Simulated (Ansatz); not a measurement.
## Compressing and expanding random rock-salt alloy of NbC and TiC (64 atoms)

How stiff is random rock-salt alloy of NbC and TiC (64 atoms)?

Method: Kohn-Sham DFT, LDA, PAW (set soft_1), plane waves, in Ansatz 0.2.0.

### 1. Starting point

The cell holds 64 atoms: 24 Nb, 32 C and 8 Ti. Cell: a = 8.869 Å, b = 8.869 Å, c = 8.869 Å, α = 90.0°, β = 90.0°, γ = 90.0°. It derives from NbC (rock-salt) and TiC, repeated 2×2×2. Rock-salt NbC, 2 x 2 x 2 conventional cells, 8 of 32 Nb sites given to Ti at random (x = 0.250), lattice by Vegard's rule (a = 4.434 Å); not relaxed, displaced by a Gaussian of 0.02 Å.

### 2. Single point at the start

The forces at the start show how far the geometry lies from a minimum of this functional.

Contents of input.yaml:

```yaml
crystal:
  lattice:
    - [8.869, 0.0, 0.0]
    - [0.0, 8.869, 0.0]
    - [0.0, 0.0, 8.869]
  atoms:
    - { symbol: Nb, position: [0.00198, 0.99925, 0.00135] }
    - { symbol: C, position: [0.2523, 0.00283, 0.999] }
    - { symbol: Nb, position: [0.99948, 0.25151, 0.2509] }
    - { symbol: C, position: [0.25246, 0.25115, 0.253] }
    - { symbol: Nb, position: [0.24845, 0.00359, 0.24898] }
    - { symbol: C, position: [0.00266, 0.00275, 0.24678] }
    - { symbol: Nb, position: [0.24732, 0.25408, 0.99804] }
    - { symbol: C, position: [0.00019, 0.25345, 0.99863] }
    - { symbol: Nb, position: [0.99906, 0.99993, 0.49986] }
    - { symbol: C, position: [0.25242, 0.00217, 0.49773] }
    - { symbol: Nb, position: [0.99944, 0.25379, 0.75141] }
    - { symbol: C, position: [0.25123, 0.25202, 0.75188] }
    - { symbol: Nb, position: [0.25188, 0.9971, 0.75044] }
    - { symbol: C, position: [0.99955, 0.00442, 0.7492] }
    - { symbol: Nb, position: [0.25131, 0.25076, 0.49709] }
    - { symbol: C, position: [0.99953, 0.24405, 0.49992] }
    - { symbol: Nb, position: [0.00307, 0.50025, 0.99635] }
    - { symbol: C, position: [0.25132, 0.49901, 0.99667] }
    - { symbol: Nb, position: [0.99525, 0.75289, 0.24905] }
    - { symbol: C, position: [0.24918, 0.74922, 0.25142] }
    - { symbol: Nb, position: [0.25228, 0.50181, 0.24901] }
    - { symbol: C, position: [0.00187, 0.50385, 0.25168] }
    - { symbol: Nb, position: [0.25088, 0.75171, 0.99921] }
    - { symbol: C, position: [0.002, 0.74946, 0.99929] }
    - { symbol: Nb, position: [0.00415, 0.49871, 0.50005] }
    - { symbol: C, position: [0.24572, 0.49909, 0.499] }
    - { symbol: Ti, position: [0.00392, 0.75316, 0.74731] }
    - { symbol: C, position: [0.24863, 0.75022, 0.74831] }
    - { symbol: Nb, position: [0.24832, 0.50049, 0.74831] }
    - { symbol: C, position: [0.00461, 0.50143, 0.74446] }
    - { symbol: Nb, position: [0.25009, 0.75053, 0.50082] }
    - { symbol: C, position: [0.99636, 0.75155, 0.50041] }
    - { symbol: Nb, position: [0.50317, 0.99721, 0.9997] }
    - { symbol: C, position: [0.7508, 0.99705, 0.99744] }
    - { symbol: Ti, position: [0.50091, 0.2454, 0.2496] }
    - { symbol: C, position: [0.74712, 0.24814, 0.25008] }
    - { symbol: Nb, position: [0.74715, 0.00106, 0.24907] }
    - { symbol: C, position: [0.49753, 0.00293, 0.24783] }
    - { symbol: Nb, position: [0.75157, 0.24957, 0.99909] }
    - { symbol: C, position: [0.49923, 0.24516, 0.00159] }
    - { symbol: Ti, position: [0.4997, 0.00136, 0.49723] }
    - { symbol: C, position: [0.74892, 0.00269, 0.50029] }
    - { symbol: Nb, position: [0.49857, 0.25025, 0.74978] }
    - { symbol: C, position: [0.74455, 0.25145, 0.75067] }
    - { symbol: Nb, position: [0.75159, 0.00069, 0.74797] }
    - { symbol: C, position: [0.50091, 0.99731, 0.75153] }
    - { symbol: Ti, position: [0.74943, 0.24701, 0.50073] }
    - { symbol: C, position: [0.49981, 0.25284, 0.49833] }
    - { symbol: Nb, position: [0.50256, 0.50026, 0.00276] }
    - { symbol: C, position: [0.74799, 0.50167, 0.00037] }
    - { symbol: Ti, position: [0.50014, 0.74809, 0.2502] }
    - { symbol: C, position: [0.75039, 0.75163, 0.25294] }
    - { symbol: Nb, position: [0.75193, 0.49919, 0.25096] }
    - { symbol: C, position: [0.50391, 0.49549, 0.24802] }
    - { symbol: Ti, position: [0.75154, 0.74902, 0.0025] }
    - { symbol: C, position: [0.49747, 0.74642, 0.0022] }
    - { symbol: Nb, position: [0.49883, 0.50006, 0.49944] }
    - { symbol: C, position: [0.74935, 0.50038, 0.50419] }
    - { symbol: Ti, position: [0.49671, 0.74877, 0.75087] }
    - { symbol: C, position: [0.75344, 0.74983, 0.75155] }
    - { symbol: Ti, position: [0.75097, 0.49884, 0.75093] }
    - { symbol: C, position: [0.50068, 0.50038, 0.749] }
    - { symbol: Nb, position: [0.74997, 0.75791, 0.49975] }
    - { symbol: C, position: [0.50022, 0.74924, 0.50378] }
kpoints:
  mp_grid: { grid: [2, 2, 2] }
hamiltonian:
  xc: lda
  pseudopotentials: { kind: paw, azcp: { folder: soft_1 }, xc_functional: pbe }
scf:
  occupations: { method: fermi_dirac, width: 0.025 }
output:
  forces: true
```

On the command line:

```console
$ ansatz run input.yaml --threads 4 --pin off --max-ram 15872MiB --backend cpu --events-out ev --progress --plain --runs-dir out
```

Numbers of over 12 decimals in the logs are rounded to 6 here.

What it wrote:

```text
[...]
Pseudopotentials: kind: paw
Pseudopotential: Nb, paw, valence charge 13, recommended cutoff 420 eV (normal), soft_1/Nb.paw.azcp
Pseudopotential: C, paw, valence charge 4, recommended cutoff 420 eV (normal), soft_1/C.paw.azcp
Pseudopotential: Ti, paw, valence charge 12, recommended cutoff 420 eV (normal), soft_1/Ti.paw.azcp
[... 3 lines on functional and potentials left out ...]
Crystal: 64 atoms, lattice volume = 697.628 Å³
Basis set: ecut = 420 eV, 13613 PW (Γ)
Bands: 332, of which v1, the nominal top of the filled ones, is band 268 counted from 1 (267 counted from 0)
Symmetry: 1 space group operations
Space group: P1 (ITA 1), of the structure as read, at distance tolerance 8.9e-5 Å
k-points: 8
[... 10 lines on functional and potentials left out ...]
Initial density: superposition of atomic densities (chi_scale 0.1, normalization cell, long waves kept (reshape's long-wave potential 0.02 eV rms))
Initial wavefunctions: pseudopotential atomic-orbital guess
[...]
SCF iter   1: F=—  HF=-134112.893381 eV  |F-HF|=—  |Δ(HF+E_count)|=         —  Δρ=1.60e-1  dr2=2.95e2  ethr=3.10e-3  ⟨swp⟩=4.2  Hψ=8100  notcnv=0  defer=215
preconditioner: auto → Kerker (q_TF=auto, 2.611 Å⁻¹)  [metal: Δε(μ)=0.028 eV  Ē_g=8.251 eV  σ=0.025 eV  W_gap=0.27  n_scr=202 (ndim 8)  ℏωp=23.5 eV  f_vac=0.000  D(μ)=30.87/eV (n_scr^D=250)]
[...]
SCF iter   9: F=—  HF=-134043.977743 eV  |F-HF|=—  |Δ(HF+E_count)|=   6.76e-4  Δρ=3.71e-6  dr2=1.32e-7  ethr=1.87e-11  ⟨swp⟩=4.1  Hψ=8143  notcnv=0
SCF iter  10: F=-134043.977743 eV  HF=-134043.977743 eV  |F-HF|=4.80e-9  |Δ(HF+E_count)|=   2.65e-8  Δρ=7.26e-7  dr2=6.35e-9  ethr=1.87e-11  ⟨swp⟩=3.0  Hψ=6741  notcnv=0
SCF 1 converged in 10 iterations: F = -134043.977743 eV  dr2 = 6.35e-9
[...]
SCF converged after 10 iterations
Free energy (F): -134043.977743 eV
Harris-Foulkes:  -134043.977743 eV  (|F-HF|=4.80e-9)
Internal energy: -134043.863748 eV  (E = F + TS)
E sigma→0 (E₀):  -134043.920745 eV
Entropy (-TS):   -0.113995 eV (-1.781 meV/atom)
Fermi energy:    17.578737 eV
--- Per-component energies (eV) ---
[...]
Σ components = -134043.977743   (vs F -134043.977743, Δ=0.00e0)
--- Forces (eV/Å), atoms counted from 1 ---
  atom   1  Nb    -0.34967895     0.48181657    -0.20386958
  atom   2  C      0.03493763    -0.29256535     0.02703888
  atom   3  Nb     0.08578389    -0.23475731    -0.46806224
  atom   4  C      0.30933880    -0.04325264    -0.40303268
[...]
atom  64  C     -0.11700287     0.55201159    -0.33041917
  max |Σ_I F_I| component: 1.21e-5 eV/Å
```

It took 13 s on 4 threads of AMD EPYC 9R45, shared host; peak memory 4.9 GiB; 48 s of CPU time.

In the SCF lines HF is the Harris–Foulkes energy and dr2 the Hartree energy of the density residual, in eV; the loop may stop once dr2 is under the threshold and the program's other checks hold. Hψ counts applications of the Hamiltonian.

The r.m.s. force at the start is 0.33 eV/Å.

### 3. Cell and atoms relaxed

Cell and atoms are freed together, to release stress as well as forces.

Contents of input.yaml:

```yaml
crystal:
  lattice:
    - [8.869, 0.0, 0.0]
    - [0.0, 8.869, 0.0]
    - [0.0, 0.0, 8.869]
  atoms:
    [... the 64 atom lines of step 2 ...]
kpoints:
  mp_grid: { grid: [2, 2, 2] }
hamiltonian:
  xc: lda
  pseudopotentials: { kind: paw, azcp: { folder: soft_1 }, xc_functional: pbe }
scf:
  occupations: { method: fermi_dirac, width: 0.025 }
output:
  forces: true
relax:
  f_tol: 0.05
  max_steps: 150
  cell: {}
```

What it wrote:

```text
[...]
Crystal: 64 atoms, lattice volume = 697.628 Å³
Basis set: ecut = 420 eV, 13613 PW (Γ)
Bands: 332, of which v1, the nominal top of the filled ones, is band 268 counted from 1 (267 counted from 0)
Symmetry: 1 space group operations
[...]
k-points: 8
[...]
SCF iter   1: F=—  HF=-134112.893381 eV  |F-HF|=—  |Δ(HF+E_count)|=         —  Δρ=1.60e-1  dr2=2.95e2  ethr=3.10e-3  ⟨swp⟩=4.2  Hψ=8100  notcnv=0  defer=215
[...]
SCF iter   9: F=—  HF=-134043.977743 eV  |F-HF|=—  |Δ(HF+E_count)|=   6.77e-4  Δρ=3.70e-6  dr2=1.31e-7  ethr=1.87e-11  ⟨swp⟩=4.1  Hψ=8144  notcnv=0
SCF iter  10: F=-134043.977743 eV  HF=-134043.977743 eV  |F-HF|=4.80e-9  |Δ(HF+E_count)|=   2.64e-8  Δρ=7.26e-7  dr2=6.36e-9  ethr=1.87e-11  ⟨swp⟩=3.0  Hψ=6740  notcnv=0
SCF 1 converged in 10 iterations: F = -134043.977743 eV  dr2 = 6.36e-9
[...]
relax step   1: F+E_penalty+E_count = -134043.97774299 eV  Δ(F+E_penalty+E_count) = +0.000e0 eV  max|allowed force component| = 9.791e-1 eV/Å  Δτ_max = 0.0000 Å  P = -8.014 GPa  Ω = 697.628 Å³  (10 SCF iters, dr2 threshold 1.00e-7 eV, accepted)
[... from here on, the SCF cycles and remarks between the steps are left out ...]
relax step   2: F+E_penalty+E_count = -134044.95208016 eV  Δ(F+E_penalty+E_count) = -9.743e-1 eV  max|allowed force component| = 4.373e-1 eV/Å  Δτ_max = 0.0889 Å  P = +3.701 GPa  Ω = 670.600 Å³  energy of the carried Pulay correction = +3.203e-2 eV  (6 SCF iters, dr2 threshold 6.40e-6 eV, accepted)
relax step   3: F+E_penalty+E_count = -134045.06811241 eV  Δ(F+E_penalty+E_count) = -1.160e-1 eV  max|allowed force component| = 1.014e0 eV/Å  Δτ_max = 0.0760 Å  P = +1.926 GPa  Ω = 674.509 Å³  energy of the carried Pulay correction = +2.732e-2 eV  (6 SCF iters, dr2 threshold 6.40e-6 eV, accepted)
relax step   4: F+E_penalty+E_count = -134045.26721809 eV  Δ(F+E_penalty+E_count) = -1.991e-1 eV  max|allowed force component| = 1.389e-1 eV/Å  Δτ_max = 0.0639 Å  P = -0.100 GPa  Ω = 678.166 Å³  energy of the carried Pulay correction = +2.294e-2 eV  (6 SCF iters, dr2 threshold 6.40e-6 eV, accepted)
relax step   5: F+E_penalty+E_count = -134045.26655813 eV  Δ(F+E_penalty+E_count) = +6.600e-4 eV  max|allowed force component| = 1.890e-1 eV/Å  Δτ_max = 0.0307 Å  P = +0.197 GPa  Ω = 677.578 Å³  energy of the carried Pulay correction = +2.364e-2 eV  (6 SCF iters, dr2 threshold 1.21e-6 eV, rejected (line search))
relax step   6: F+E_penalty+E_count = -134045.27924117 eV  Δ(F+E_penalty+E_count) = -1.202e-2 eV  max|allowed force component| = 5.977e-2 eV/Å  Δτ_max = 0.0153 Å  P = -0.009 GPa  Ω = 677.965 Å³  energy of the carried Pulay correction = +2.318e-2 eV  (9 SCF iters, accepted)
relax step   7: F+E_penalty+E_count = -134045.28118560 eV  Δ(F+E_penalty+E_count) = -1.944e-3 eV  max|allowed force component| = 3.705e-2 eV/Å  Δτ_max = 0.0034 Å  P = -0.004 GPa  Ω = 677.934 Å³  energy of the carried Pulay correction = +2.322e-2 eV  (6 SCF iters, dr2 threshold 2.23e-7 eV, accepted)
relax step   8: F+E_penalty+E_count = -134045.28275759 eV  Δ(F+E_penalty+E_count) = -1.572e-3 eV  max|allowed force component| = 5.028e-2 eV/Å  Δτ_max = 0.0038 Å  P = +0.032 GPa  Ω = 677.851 Å³  energy of the carried Pulay correction = +2.331e-2 eV  (7 SCF iters, dr2 threshold 9.59e-9 eV, accepted)
relax step   9: F+E_penalty+E_count = -134045.28521098 eV  Δ(F+E_penalty+E_count) = -2.453e-3 eV  max|allowed force component| = 1.194e-1 eV/Å  Δτ_max = 0.0253 Å  P = +0.083 GPa  Ω = 677.772 Å³  energy of the carried Pulay correction = +2.341e-2 eV  (7 SCF iters, dr2 threshold 1.58e-7 eV, accepted)
relax step  10: F+E_penalty+E_count = -134045.28983923 eV  Δ(F+E_penalty+E_count) = -4.628e-3 eV  max|allowed force component| = 9.202e-2 eV/Å  Δτ_max = 0.0096 Å  P = +0.060 GPa  Ω = 677.794 Å³  energy of the carried Pulay correction = +2.338e-2 eV  (6 SCF iters, dr2 threshold 8.91e-7 eV, accepted)
relax step  11: F+E_penalty+E_count = -134045.29651333 eV  Δ(F+E_penalty+E_count) = -6.674e-3 eV  max|allowed force component| = 8.586e-2 eV/Å  Δτ_max = 0.0097 Å  P = +0.069 GPa  Ω = 677.787 Å³  energy of the carried Pulay correction = +2.339e-2 eV  (6 SCF iters, dr2 threshold 5.29e-7 eV, accepted)
relax step  12: F+E_penalty+E_count = -134045.17610420 eV  Δ(F+E_penalty+E_count) = +1.204e-1 eV  max|allowed force component| = 7.626e-1 eV/Å  Δτ_max = 0.0821 Å  P = -0.036 GPa  Ω = 678.684 Å³  energy of the carried Pulay correction = +2.232e-2 eV  (7 SCF iters, dr2 threshold 4.61e-7 eV, rejected (line search))
relax step  13: F+E_penalty+E_count = -134045.30321356 eV  Δ(F+E_penalty+E_count) = -6.700e-3 eV  max|allowed force component| = 6.092e-2 eV/Å  Δτ_max = 0.0119 Å  P = -0.143 GPa  Ω = 678.246 Å³  energy of the carried Pulay correction = +2.284e-2 eV  (9 SCF iters, accepted)
relax step  14: F+E_penalty+E_count = -134045.30507364 eV  Δ(F+E_penalty+E_count) = -1.860e-3 eV  max|allowed force component| = 1.156e-1 eV/Å  Δτ_max = 0.0248 Å  P = +0.361 GPa  Ω = 677.317 Å³  energy of the carried Pulay correction = +2.395e-2 eV  (7 SCF iters, dr2 threshold 2.32e-7 eV, accepted)
relax step  15: F+E_penalty+E_count = -134045.30901081 eV  Δ(F+E_penalty+E_count) = -3.937e-3 eV  max|allowed force component| = 4.077e-2 eV/Å  Δτ_max = 0.0091 Å  P = -0.143 GPa  Ω = 678.300 Å³  energy of the carried Pulay correction = +2.278e-2 eV  (6 SCF iters, dr2 threshold 8.36e-7 eV, accepted)
relax step  16: F+E_penalty+E_count = -134045.31063250 eV  Δ(F+E_penalty+E_count) = -1.622e-3 eV  max|allowed force component| = 3.188e-2 eV/Å  Δτ_max = 0.0023 Å  P = +0.005 GPa  Ω = 677.987 Å³  energy of the carried Pulay correction = +2.315e-2 eV  (6 SCF iters, dr2 threshold 9.71e-8 eV, accepted)
relax step  17: F+E_penalty+E_count = -134045.29026040 eV  Δ(F+E_penalty+E_count) = +2.037e-2 eV  max|allowed force component| = 3.190e-2 eV/Å  Δτ_max = 0.0000 Å  P = -0.036 GPa  Ω = 677.987 Å³  stress off target by 6.03e-2 GPa  SCF on the basis re-selected at this cell (its energy is not comparable with the rows above)  (8 SCF iters)
relax step  18: F+E_penalty+E_count = -134045.29187386 eV  Δ(F+E_penalty+E_count) = -1.613e-3 eV  max|allowed force component| = 3.954e-2 eV/Å  Δτ_max = 0.0077 Å  P = +0.035 GPa  Ω = 677.860 Å³  energy of the carried Pulay correction = +1.543e-4 eV  (7 SCF iters, dr2 threshold 9.09e-9 eV, accepted)
relax step  19: F+E_penalty+E_count = -134045.29272837 eV  Δ(F+E_penalty+E_count) = -8.545e-4 eV  max|allowed force component| = 3.891e-2 eV/Å  Δτ_max = 0.0055 Å  P = +0.042 GPa  Ω = 677.862 Å³  energy of the carried Pulay correction = +1.516e-4 eV  (6 SCF iters, dr2 threshold 2.12e-8 eV, accepted)
relax step  20: F+E_penalty+E_count = -134045.28749250 eV  Δ(F+E_penalty+E_count) = +5.236e-3 eV  max|allowed force component| = 1.598e-1 eV/Å  Δτ_max = 0.0251 Å  P = +0.115 GPa  Ω = 677.844 Å³  energy of the carried Pulay correction = +1.753e-4 eV  (7 SCF iters, dr2 threshold 2.57e-8 eV, rejected (line search))
relax step  21: F+E_penalty+E_count = -134045.29394146 eV  Δ(F+E_penalty+E_count) = -1.213e-3 eV  max|allowed force component| = 4.170e-2 eV/Å  Δτ_max = 0.0063 Å  P = +0.023 GPa  Ω = 677.907 Å³  energy of the carried Pulay correction = +9.765e-5 eV  (8 SCF iters, accepted)
relax step  22: F+E_penalty+E_count = -134045.29345139 eV  Δ(F+E_penalty+E_count) = +4.901e-4 eV  max|allowed force component| = 8.556e-2 eV/Å  Δτ_max = 0.0178 Å  P = -0.056 GPa  Ω = 678.142 Å³  energy of the carried Pulay correction = -1.872e-4 eV  (7 SCF iters, dr2 threshold 2.02e-8 eV, rejected (line search))
relax step  23: F+E_penalty+E_count = -134045.29470575 eV  Δ(F+E_penalty+E_count) = -7.643e-4 eV  max|allowed force component| = 8.439e-2 eV/Å  Δτ_max = 0.0089 Å  P = +0.015 GPa  Ω = 677.960 Å³  energy of the carried Pulay correction = +3.367e-5 eV  (8 SCF iters, accepted)
relax step  24: F+E_penalty+E_count = -134045.29620720 eV  Δ(F+E_penalty+E_count) = -1.501e-3 eV  max|allowed force component| = 3.760e-2 eV/Å  Δτ_max = 0.0051 Å  P = -0.016 GPa  Ω = 678.042 Å³  energy of the carried Pulay correction = -6.491e-5 eV  (6 SCF iters, dr2 threshold 4.45e-7 eV, accepted)
relax step  25: F+E_penalty+E_count = -134045.29609350 eV  Δ(F+E_penalty+E_count) = +1.137e-4 eV  max|allowed force component| = 3.760e-2 eV/Å  Δτ_max = 0.0000 Å  P = -0.016 GPa  Ω = 678.042 Å³  stress off target by 3.58e-2 GPa  SCF on the basis re-selected at this cell (its energy is not comparable with the rows above)  (7 SCF iters)
[...]
SCF converged after 7 iterations
Free energy (F): -134045.296093 eV
[...]
Internal energy: -134045.235558 eV  (E = F + TS)
E sigma→0 (E₀):  -134045.265826 eV
Entropy (-TS):   -0.060535 eV (-0.946 meV/atom)
Fermi energy:    18.120480 eV
[...]
Σ components = -134045.296093   (vs F -134045.296093, Δ=0.00e0)
--- Forces (eV/Å), atoms counted from 1 ---
  atom   1  Nb     0.00288592    -0.01835693     0.00256107
  atom   2  C     -0.00075058     0.00020357     0.00113906
  atom   3  Nb    -0.00817166    -0.00682407    -0.00674177
  atom   4  C     -0.01075695     0.00819153    -0.01481851
[...]
atom  64  C      0.00596154    -0.00925312    -0.00492180
  max |Σ_I F_I| component: 8.83e-6 eV/Å
--- Stress (GPa, compression-positive) ---
       -0.017526       0.005319      -0.004731
        0.005319      -0.033243       0.004663
       -0.004731       0.004663       0.002598
  P = ⅓ Tr σ = -0.0161 GPa (-0.161 kbar)
--- Relaxed structure (23 steps of the walk, 19 accepted, 2 SCFs on fresh bases) ---
  F+E_penalty+E_count = -134045.29609350 eV   max|allowed force component| = 3.760e-2 eV/Å   (the final SCF, on the basis selected at the relaxed cell)
  cell:  # Å, volume = 678.0418 Å³
    - [8.785565, -0.00118225, 0.00423315]
    - [-0.00118225, 8.779913, 0.00175524]
    - [0.00423315, 0.00175524, 8.790157]
  atoms:
    - { symbol: Nb, position: [-0.00055864, 1.004808, -0.00473197] }
    - { symbol: C, position: [0.251945, -0.000870135, 1.000639] }
    - { symbol: Nb, position: [1.001055, 0.250762, 0.247570] }
    - { symbol: C, position: [0.256977, 0.249655, 0.249584] }
[...]
- { symbol: C, position: [0.501341, 0.753990, 0.499894] }
```

Elapsed: 4.2 min, on 4 threads; peak memory 5.2 GiB.

The relaxation converged after 23 steps, with a largest force component of 0.038 eV/Å.

(Part 1 of 2 ends here.)

[Logs are printed without paths, hosts, clocks, repeated set-up lines and the standing remarks that a program may print on its own settings, such as how far it seeks lower states.]

[Hosts, paths, dates, database ids (printed as entryN), source tags and the programs' standing remarks are cut or masked in the printed files.]
